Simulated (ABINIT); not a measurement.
# A GW chain in ABINIT: K2Pt (Fm-3m), part 2 of 2

Aim: the G0W0 gap of K2Pt (Fm-3m) on LDA, step by step.

ABINIT 10.8.3; LDA and many-body steps on it, plane waves. Known limits of the many-body steps: short of the basis limit; no spin polarisation; d states lean on the start; no spin-orbit coupling; coarse k mesh.

So far. Step 2 (Ground state): The gap is indirect, with the least direct gap 0.07 eV higher. Step 3 (Bands along the symmetry lines): The gap is 1.306 eV, as in the run before at this level.

### Step 4. Empty states on the mesh, 2×2×2 mesh, 68 bands

Level of this step: DFT, LDA, plane waves, norm-conserving pseudopotentials (ABINIT).

The sums over transitions need many empty states on a uniform mesh; this step solves for them.

Input file run.abi:

```
acell 3*1.0 Angstrom
rprim 
  -0.000000000000 3.781463140000 3.781463140000
  3.781463140000 -0.000000000000 3.781463140000
  3.781463140000 3.781463140000 -0.000000000000
ntypat 2
znucl 19 78
natom 3
typat 1 1 2
xred 
  0.750000000000 0.750000000000 0.750000000000
  0.250000000000 0.250000000000 0.250000000000
  0.000000000000 0.000000000000 0.000000000000
pp_dirpath "pseudos"
pseudos "K.upf, Pt.upf"
ecut 34
ngkpt 2 2 2
nshiftk 1
shiftk 0 0 0
kptopt 1
chksymbreak 0
iscf -2
irdden 1
istwfk *1
nband 68
nbdbuf 6
tolwfr 1e-09
nstep 60
prtvol 0
indata_prefix "in"
outdata_prefix "out"
tmpdata_prefix "tmp"
```

Command:

```
$ OMP_NUM_THREADS=1 mpirun -n 4 abinit run.abi > log
```

Standard output:

```text
.Version 10.8.3 of ABINIT. v10.8.2 released Aug 2026.

 Symmetries : space group Fm -3 m (#225); Bravais cF (face-center cubic)
[... echo of the input left out ...]
== DATASET  1 ==================================================================
-   mpi_nproc: 4, omp_nthreads: 1 (-1 if OMP is not activated)
-    --> not optimal distribution: autoparal keyword recommended in input file <--

--- !DatasetInfo
iteration_state: {dtset: 1, }
dimensions: {natom: 3, nkpt: 3, mband: 68, nsppol: 1, nspinor: 1, nspden: 1, mpw: 6934, }
cutoff_energies: {ecut:  34.0, pawecutdg:  -1.0, }
electrons: {nelect:   3.60000000E+01, charge:   0.00000000E+00, occopt:   1.00000000E+00, tsmear:   1.00000000E-02, }

 Real(R)+Recip(G) space primitive vectors, cartesian coordinates (Bohr,Bohr^-1):
 R(1)=  0.0000000  7.1459297  7.1459297  G(1)= -0.0699699  0.0699699  0.0699699
 R(2)=  7.1459297  0.0000000  7.1459297  G(2)=  0.0699699 -0.0699699  0.0699699
 R(3)=  7.1459297  7.1459297  0.0000000  G(3)=  0.0699699  0.0699699 -0.0699699
 Unit cell volume ucvol=  7.2980395E+02 bohr^3
 Angles (23,13,12)=  6.00000000E+01  6.00000000E+01  6.00000000E+01 degrees

 getcut: wavevector=  0.0000  0.0000  0.0000  ngfft=  54  54  54
         ecut(hartree)=     34.000   => boxcut(ratio)=   2.03641

--- Pseudopotential description ------------------------------------------------
- K Generated using ONCVPSP code by D. R. Hamann
- 19.00000   9.00000  180309                  znucl, zion, pspdat
12 -1012 2 -1 2170                            pspcod,pspxc,lmax,lloc,mmax
     nproj     2     2     2     0
  pspatm : epsatm=    8.21740868
         --- l  ekb(1:nproj) -->
             0   10.940065    0.829722
             1    4.437415    0.568178
             2   -3.386874   -1.066382
 pspatm: atomic psp has been read  and splines computed

- Pt Generated using ONCVPSP code by D. R. Hamann
- 78.00000  18.00000  180309                  znucl, zion, pspdat
12 -1012 3 -1 1340                            pspcod,pspxc,lmax,lloc,mmax
     nproj     2     2     2     2
  pspatm : epsatm=   26.53268550
         --- l  ekb(1:nproj) -->
[...]
pspatm: atomic psp has been read  and splines computed

--------------------------------------------------------------------------------

================================================================================
 prteigrs : about to open file out_EIG
 Non-SCF case, kpt    1 (  0.00000  0.00000  0.00000), residuals and eigenvalues=
  4.15E-10  2.22E-10  3.14E-10  7.32E-10  5.38E-10  1.55E-10  1.59E-10  5.28E-10
  7.95E-10  1.35E-10  3.42E-10  7.11E-10  8.53E-10  2.81E-10  7.96E-10  2.19E-10
  5.19E-10  9.26E-10  1.86E-10  5.25E-10  6.77E-10  6.40E-10  2.91E-10  6.26E-10
[...]
7.97E-10  8.34E-10  7.87E-10  3.85E-04
 -3.4062E+00 -1.7186E+00 -1.7186E+00 -1.7186E+00 -9.7891E-01 -9.7635E-01
 -3.8366E-01 -3.8366E-01 -3.8366E-01 -3.7517E-01 -3.7517E-01 -3.7517E-01
  1.6478E-02  9.3984E-02  9.3984E-02  9.8946E-02  9.8946E-02  9.8946E-02
[...]
1.0037E+00  1.0037E+00  1.0094E+00  1.0208E+00  1.0208E+00  1.0208E+00
  1.0354E+00  1.0354E+00  1.0354E+00  1.0479E+00  1.0479E+00  1.0479E+00
  1.0664E+00  1.2001E+00
 prteigrs : prtvol=0 or 1, do not print more k-points.

--- !ResultsGS
iteration_state: {dtset: 1, }
comment   : Summary of ground state results
lattice_vectors:
- [ -0.0000000,   7.1459297,   7.1459297, ]
- [  7.1459297,  -0.0000000,   7.1459297, ]
- [  7.1459297,   7.1459297,  -0.0000000, ]
lattice_lengths: [  10.10587,   10.10587,   10.10587, ]
lattice_angles: [ 60.000,  60.000,  60.000, ] # degrees, (23, 13, 12)
lattice_volume:   7.2980395E+02
convergence: {deltae:  0.000E+00, res2:  0.000E+00, residm:  9.929E-10, diffor:  0.000E+00, }
etotal    :  -1.90512011E+02
entropy   :   0.00000000E+00
fermie    :   1.01352051E-01
cartesian_stress_tensor: null
pressure_GPa: null
xred      :
- [  7.5000E-01,   7.5000E-01,   7.5000E-01,  K]
- [  2.5000E-01,   2.5000E-01,   2.5000E-01,  K]
- [  0.0000E+00,   0.0000E+00,   0.0000E+00, Pt]
cartesian_forces: null
force_length_stats: {min: null, max: null, mean: null, }

 Integrated electronic density in atomic spheres:
 ------------------------------------------------
 Atom  Sphere_radius  Integrated_density
[...]
================================================================================

 ----iterations are completed or convergence reached----

 Mean square residual over all n,k,spin=   48.884E-11; max=  99.293E-11
 reduced coordinates (array xred) for    3 atoms
[...]
0.250000      0.250000      0.250000
       0.000000      0.000000      0.000000

 cartesian coordinates (angstrom) at end:
    1      5.672195     5.672195     5.672195
    2      1.890732     1.890732     1.890732
    3      0.000000     0.000000     0.000000
 length scales=  1.889726  1.889726  1.889726 bohr
              =  1.000000  1.000000  1.000000 angstroms
 prteigrs : about to open file out_EIG
 Eigenvalues (hartree) for nkpt=   3  k points:
 kpt#   1, nband= 68, wtk=  0.12500, kpt=  0.0000  0.0000  0.0000 (reduced coord)
[...]
0.93076    0.93076    0.99027    0.99027    0.99027    1.00366    1.00366    1.00366
   1.00935    1.02075    1.02075    1.02075    1.03545    1.03545    1.03545    1.04793
   1.04793    1.04793    1.06641    1.20011
 prteigrs : prtvol=0 or 1, do not print more k-points.

== END DATASET(S) ==============================================================
================================================================================

 -outvars: echo values of variables after computation  --------
            nband          68
             nkpt           3
          spgroup         225
 [... the other variables as echoed above ...]

 Calculation completed.
```

It took 15 s on 4 MPI ranks of Intel Xeon 6975P-C (Granite Rapids), shared host; peak memory 0.37 GiB; 59 s of CPU time.

Numbers from this step:

```
gap                                                           : 1.306 eV
k of the valence top                                          : 0.5, 0.5, 0
k of the conduction bottom                                    : 0.5, 0, 0
least direct gap                                              : 1.381 eV
k points computed                                             : 3
lowest point of the top converged band, above the valence top : 25.42 eV
```

On this mesh the gap is 1.306 eV.

### Step 5. Screening, 2×2×2 mesh, 62 bands, screening to 87.1 eV

The RPA dielectric matrix is built and inverted for each q.

This step: RPA screening on LDA, plane waves, norm-conserving pseudopotentials.

run.abi, as its differences from that of step 4:

```diff
@@ -21,10 +21,11 @@
 chksymbreak 0
-iscf -2
-irdden 1
 istwfk *1
-nband 68
-nbdbuf 6
-tolwfr 1e-09
-nstep 60
-prtvol 0
+occopt 1
+irdwfk 1
+optdriver 3
+nband 62
+ecuteps 3.2
+inclvkb 2
+awtr 1
+symchi 1
 indata_prefix "in"
```

Standard output:

```text
.Version 10.8.3 of ABINIT. v10.8.2 released Aug 2026.

 Symmetries : space group Fm -3 m (#225); Bravais cF (face-center cubic)
[... echo of the input left out ...]
== DATASET  1 ==================================================================
-   mpi_nproc: 4, omp_nthreads: 1 (-1 if OMP is not activated)

--- !DatasetInfo
iteration_state: {dtset: 1, }
dimensions: {natom: 3, nkpt: 3, mband: 62, nsppol: 1, nspinor: 1, nspden: 1, mpw: 6934, }
cutoff_energies: {ecut:  34.0, pawecutdg:  -1.0, }
electrons: {nelect:   3.60000000E+01, charge:   0.00000000E+00, occopt:   1.00000000E+00, tsmear:   1.00000000E-02, }

 SCREENING: Calculation of the susceptibility and dielectric matrices

 Based on a program developped by R.W. Godby, V. Olevano, G. Onida, and L. Reining.
 Incorporated in ABINIT by V. Olevano, G.-M. Rignanese, and M. Torrent.
.Using double precision arithmetic ; gwpc =  8

[... cell and pseudopotentials left out ...]
--------------------------------------------------------------------------------

 ==== K-mesh for the wavefunctions ====
 Number of points in the irreducible wedge :     3
[... list of points left out ...]
 Together with 48 symmetry operations and time-reversal symmetry
 yields     8 points in the full Brillouin Zone.

 ==== Q-mesh for the screening function ====
 Number of points in the irreducible wedge :     3
[... list of points left out ...]
 Together with 48 symmetry operations and time-reversal symmetry
 yields     8 points in the full Brillouin Zone.

 setmesh: FFT mesh size selected  =    36x   36x   36
          total number of points  =        46656

 vcoul_init : cutoff-mode = AUXILIARY_FUNCTION
 q-points for optical limit:   1
     1)      0.000010    0.000020    0.000030

- screening: taking advantage of time-reversal symmetry
- Maximum band index for partially occupied states nbvw = 18
- Remaining bands to be divided among processors   nbcw = 44
- Number of bands treated by each node ~11

 Number of electrons calculated from density =   36.0000; Expected =   36.0000
 average of density, n =  0.049328
 r_s =    1.6915
 omega_plasma =   21.4242 [eV]

 calculating chi0 at frequencies [eV] :
  1    0.000000E+00    0.000000E+00
  2    0.000000E+00    2.142416E+01

--------------------------------------------------------------------------------
  q-point number  1        q = ( 0.000000, 0.000000, 0.000000) [r.l.u.]
--------------------------------------------------------------------------------
[... chi0 elements left out ...]
 For q-point:  0.000010 0.000020 0.000030
  dielectric constant =   8.9156
  dielectric constant without local fields =  13.4361

  Average fulfillment of the sum rule on Im[epsilon] for q-point    1 :     39.27  [%]
[... wings left out ...]
  q-point number  2        q = ( 0.500000, 0.000000, 0.000000) [r.l.u.]
--------------------------------------------------------------------------------
[... chi0 elements left out ...]
  Average fulfillment of the sum rule on Im[epsilon] for q-point    2 :     47.81  [%]

 [... 1 further q-points ...]
```

The job ended after 9 s (4 MPI ranks; peak memory 0.81 GiB; 35 s of CPU time).

Read from the output:

```
ε∞ with local fields, on this mesh    : 8.916
ε∞ without local fields, on this mesh : 13.44
plasma frequency                      : 21.42 eV
plane waves in the screening matrix   : 181
```

Local fields lower ε∞ by 34 %. On a Γ-centred mesh this coarse the value itself is usually too large, while a short band sum pulls it down.

### Step 6. Self-energy, 2×2×2 mesh, 62 bands, screening to 87.1 eV

The self-energy is evaluated for the states that the input lists, and the quasiparticle equation is solved.

This step: G0W0 on LDA, plane waves, norm-conserving pseudopotentials.

run.abi, as its differences from that of step 5:

```diff
@@ -24,8 +24,19 @@
 irdwfk 1
-optdriver 3
+optdriver 4
 nband 62
+gwcalctyp 0
+ecutsigx 34
+symsigma 1
+nkptgw 3
+kptgw 
+  0.5000000000 0.5000000000 0.0000000000
+  0.5000000000 0.0000000000 0.0000000000
+  0.0000000000 0.0000000000 0.0000000000
+bdgw 
+  16 20
+  17 21
+  16 21
 ecuteps 3.2
-inclvkb 2
-awtr 1
-symchi 1
+irdscr 1
+ppmodel 1
 indata_prefix "in"
```

Standard output:

```text
.Version 10.8.3 of ABINIT. v10.8.2 released Aug 2026.

 Symmetries : space group Fm -3 m (#225); Bravais cF (face-center cubic)
[... echo of the input left out ...]
== DATASET  1 ==================================================================
-   mpi_nproc: 4, omp_nthreads: 1 (-1 if OMP is not activated)

--- !DatasetInfo
iteration_state: {dtset: 1, }
dimensions: {natom: 3, nkpt: 3, mband: 62, nsppol: 1, nspinor: 1, nspden: 1, mpw: 6934, }
cutoff_energies: {ecut:  34.0, pawecutdg:  -1.0, }
electrons: {nelect:   3.60000000E+01, charge:   0.00000000E+00, occopt:   1.00000000E+00, tsmear:   1.00000000E-02, }

 SIGMA: Calculation of the GW corrections

 Based on a program developped by R.W. Godby, V. Olevano, G. Onida, and L. Reining.
 Incorporated in ABINIT by V. Olevano, G.-M. Rignanese, and M. Torrent.
.Using double precision arithmetic ; gwpc =  8

[... cell and pseudopotentials left out ...]
--------------------------------------------------------------------------------

 ==== K-mesh for the wavefunctions ====
 Number of points in the irreducible wedge :     3
[... list of points left out ...]
 Together with 48 symmetry operations and time-reversal symmetry
 yields     8 points in the full Brillouin Zone.

 ==== Q-mesh for screening function ====
 Number of points in the irreducible wedge :     3
[... list of points left out ...]
 Together with 48 symmetry operations and time-reversal symmetry
 yields     8 points in the full Brillouin Zone.

 vcoul_init : cutoff-mode = AUXILIARY_FUNCTION
 q-points for optical limit:   1
     1)      0.000010    0.000020    0.000030
 setmesh: FFT mesh size selected  =    54x   54x   54
          total number of points  =       157464

 Number of electrons calculated from density =   36.0000; Expected =   36.0000
 average of density, n =  0.049328
 r_s =    1.6915
 omega_plasma =   21.4242 [eV]

 === KS Band Gaps ===
  >>>> For spin  1
   Minimum direct gap =   1.3811 [eV], located at k-point      :   0.5000  0.0000  0.0000
   Fundamental gap    =   1.3064 [eV], Top of valence bands at :   0.5000  0.5000  0.0000
                                       Bottom of conduction at :   0.5000  0.0000  0.0000
 SIGMA fundamental parameters:
 PLASMON POLE MODEL  1
 number of plane-waves for SigmaX                 6855
 number of plane-waves for SigmaC and W            181
 number of plane-waves for wavefunctions          6855
 number of bands                                    62
 number of independent spin polarizations            1
 number of spinorial components                      1
 number of k-points in IBZ                           3
 number of q-points in IBZ                           3
 number of symmetry operations                      48
 number of k-points in BZ                            8
 number of q-points in BZ                            8
 number of frequencies for dSigma/dE                 9
 frequency step for dSigma/dE [eV]                0.25
 number of omega for Sigma on real axis              0
 max omega for Sigma on real axis  [eV]           0.00
 zcut for avoiding poles [eV]                     0.10

 EPSILON^-1 parameters (SCR file):
 dimension of the eps^-1 matrix on file            181
 dimension of the eps^-1 matrix used               181
 number of plane-waves for wavefunctions          6855
 number of bands                                    62
 number of q-points in IBZ                           3
 number of frequencies                               2
 number of real frequencies                          1
 number of imag frequencies                          1

 matrix elements of self-energy operator (all in [eV])

 Perturbative Calculation

--- !SelfEnergy_ee
iteration_state: {dtset: 1, }
kpoint     : [   0.500,    0.500,    0.000, ]
spin       : 1
KS_gap     :    1.502
QP_gap     :    2.475
Delta_QP_KS:    0.973
data: !SigmaeeData |
     Band     E0 <VxcDFT>   SigX SigC(E0)      Z dSigC/dE  Sig(E)    E-E0       E
       16   2.697 -19.342 -23.387   4.289   0.746  -0.341 -19.160   0.182   2.879
       17   2.697 -19.342 -23.387   4.289   0.746  -0.341 -19.160   0.182   2.879
       18   2.758 -19.303 -23.176   4.138   0.746  -0.340 -19.105   0.198   2.956
       19   4.260  -8.061  -4.062  -2.554   0.809  -0.235  -6.891   1.170   5.430
       20   6.492  -9.041  -5.286  -2.729   0.807  -0.239  -8.213   0.829   7.321

--- !SelfEnergy_ee
iteration_state: {dtset: 1, }
kpoint     : [   0.500,    0.000,    0.000, ]
spin       : 1
KS_gap     :    1.381
QP_gap     :    2.083
Delta_QP_KS:    0.702
data: !SigmaeeData |
     Band     E0 <VxcDFT>   SigX SigC(E0)      Z dSigC/dE  Sig(E)    E-E0       E
       17   2.683 -19.246 -23.255   4.248   0.746  -0.340 -19.068   0.178   2.862
       18   2.683 -19.246 -23.255   4.248   0.746  -0.340 -19.068   0.178   2.862
       19   4.064  -7.349  -3.694  -2.571   0.812  -0.231  -6.468   0.880   4.945
       20   6.881  -9.639  -5.008  -2.627   0.806  -0.241  -8.024   1.616   8.497
       21   6.881  -9.639  -5.008  -2.627   0.806  -0.241  -8.024   1.616   8.497

--- !SelfEnergy_ee
iteration_state: {dtset: 1, }
kpoint     : [   0.000,    0.000,    0.000, ]
spin       : 1
KS_gap     :    3.540
QP_gap     :    4.921
Delta_QP_KS:    1.381
data: !SigmaeeData |
     Band     E0 <VxcDFT>   SigX SigC(E0)      Z dSigC/dE  Sig(E)    E-E0       E
       16   2.692 -19.289 -23.326   4.251   0.746  -0.340 -19.129   0.160   2.852
       17   2.692 -19.289 -23.326   4.251   0.746  -0.340 -19.129   0.160   2.852
       18   2.692 -19.289 -23.326   4.251   0.746  -0.340 -19.129   0.160   2.852
       19   6.232  -8.986  -4.453  -2.630   0.810  -0.235  -7.444   1.541   7.774
       20   6.232  -8.986  -4.453  -2.630   0.810  -0.235  -7.444   1.541   7.774
       21   6.232  -8.986  -4.453  -2.630   0.810  -0.235  -7.444   1.541   7.774

 New Fermi energy :        1.451648E-01 Ha ,    3.950136E+00 eV

 === QP Band Gaps ===
  >>>> For spin  1
   Minimum direct gap =   2.0832 [eV], located at k-point      :   0.5000  0.0000  0.0000
   Fundamental gap    =   1.9891 [eV], Top of valence bands at :   0.5000  0.5000  0.0000
                                       Bottom of conduction at :   0.5000  0.0000  0.0000

== END DATASET(S) ==============================================================
================================================================================

 -outvars: echo values of variables after computation  --------
           etotal      0.0000000000E+00
            nband          62
             nkpt           3
          spgroup         225
 [... the other variables as echoed above ...]

 Calculation completed.
```

Run time: 7.3 s. Hardware: 4 MPI ranks; peak memory 0.89 GiB.

Numbers from this step:

| Item | Value |
| --- | --- |
| G0W0 gap on the mesh | 1.989 eV |
| starting gap on the mesh | 1.306 eV |
| k of the valence top | 0.5, 0.5, 0 |
| k of the conduction bottom | 0.5, 0, 0 |
| Z at the valence top | 0.746 |
| Z at the conduction bottom | 0.812 |
| least direct G0W0 gap on the computed points | 2.083 eV |

The gap on the mesh goes from 1.31 eV to 1.99 eV, a correction of +0.68 eV.

Limits: finite bands, cutoff and mesh; no spin polarisation; d states lean on the start; no spin-orbit coupling; coarse k mesh. v1 is the top filled band, c1 the lowest empty one. Levels before and after the correction, in eV, zero at the valence-band top of each column:

```tsv
	conduction bottom	valence top
Kohn-Sham	1.31	0.00
G0W0	1.99	0.00
```

```tsv
	level	energy (eV)
Kohn-Sham	(0.5 0.5 0) v3-v2	-0.061
Kohn-Sham	(0.5 0.5 0) v1	0.000
Kohn-Sham	(0.5 0.5 0) c1	1.502
Kohn-Sham	(0.5 0.5 0) c2	3.734
Kohn-Sham	(0.5 0 0) v2-v1	-0.075
Kohn-Sham	(0.5 0 0) c1	1.306
Kohn-Sham	(0.5 0 0) c2-c3	4.123
G0W0	(0.5 0.5 0) v3-v2	-0.077
G0W0	(0.5 0.5 0) v1	0.000
G0W0	(0.5 0.5 0) c1	2.474
G0W0	(0.5 0.5 0) c2	4.365
G0W0	(0.5 0 0) v2-v1	-0.094
G0W0	(0.5 0 0) c1	1.989
G0W0	(0.5 0 0) c2-c3	5.541
```

### Step 7. Where the time went

Times are wall times on 4 MPI ranks of Intel Xeon 6975P-C (Granite Rapids), shared host, good to a factor of about two.

```tsv
step	time	share	memory (GiB)
ground state	46 s	31 %	0.47
bands along the symmetry lines	69 s	47 %	0.48
empty states on the mesh	15 s	10 %	0.37
screening	9 s	6 %	0.81
self-energy	7.3 s	5 %	0.89
```

### Step 8. What came out

```
LDA gap              : 1.31 eV, indirect
G0W0 gap on the mesh : 1.99 eV
GW settings          : 2×2×2 mesh, 62 bands, screening to 87.1 eV, Godby-Needs plasmon pole
known limits         : short of the basis limit; no spin polarisation; d states lean on the start; no spin-orbit coupling; coarse k mesh
```

What this shows: G0W0 moves the gap on the mesh from 1.31 eV to 1.99 eV (+0.68 eV), with Z of 0.75 and 0.81 at the edges. Local fields lower the RPA ε∞ on this mesh from 13.44 to 8.92; a Γ-centred mesh this coarse tends to raise both, most where the direct gap is narrow, while a short band sum lowers them. The dearest step here is «bands along the symmetry lines». Bands and cutoff are finite, so the gap stands short of the basis limit, usually by up to a few tenths of an eV; the mesh is an error of its own. The 2×2×2 mesh is coarse for this cell, which bears on the long-range parts of exchange and screening. The runs have no spin polarisation. For a closed low-spin shell that is the natural state; where a d or f shell is open it is a constraint, and the gap is then not the crystal's own. With d states at the gap, one-shot GW leans hard on its start. The many-body steps are scalar-relativistic: spin-orbit coupling is not in them.

[Long decimals in the printed logs are rounded to 6 places.]

[Logs are printed without paths, hosts, clocks, repeated set-up lines and the standing remarks that a program may print on its own settings, such as how far it seeks lower states.]

[Paths, hosts, dates, memory and timing lines, banners, echoed tables and standing remarks are left out of the program output; an Ansatz launch command may be rebuilt from the run's recorded settings. Measured values are a selection of at most five: reports struck by readers or far from the other reports are left out. None is set beside runs whose start may be inverted or whose files or cutoffs have a known fault.]

[Runs of the session that timed out or met a known fault of the program may be left out.]

[Hosts, paths, dates, database ids (printed as entryN), source tags and the programs' standing remarks are cut or masked in the printed files.]

[G0W0 gaps are taken among the corrected bands and points alone; a level outside them can change the order at an edge.]

[Where Ansatz stands beside ABINIT at settings called matched, ABINIT's density can come from a denser mesh and the files from another edition; pairs whose starting gaps differed by over 0.03 eV were left out, so agreement reads better than it is.]
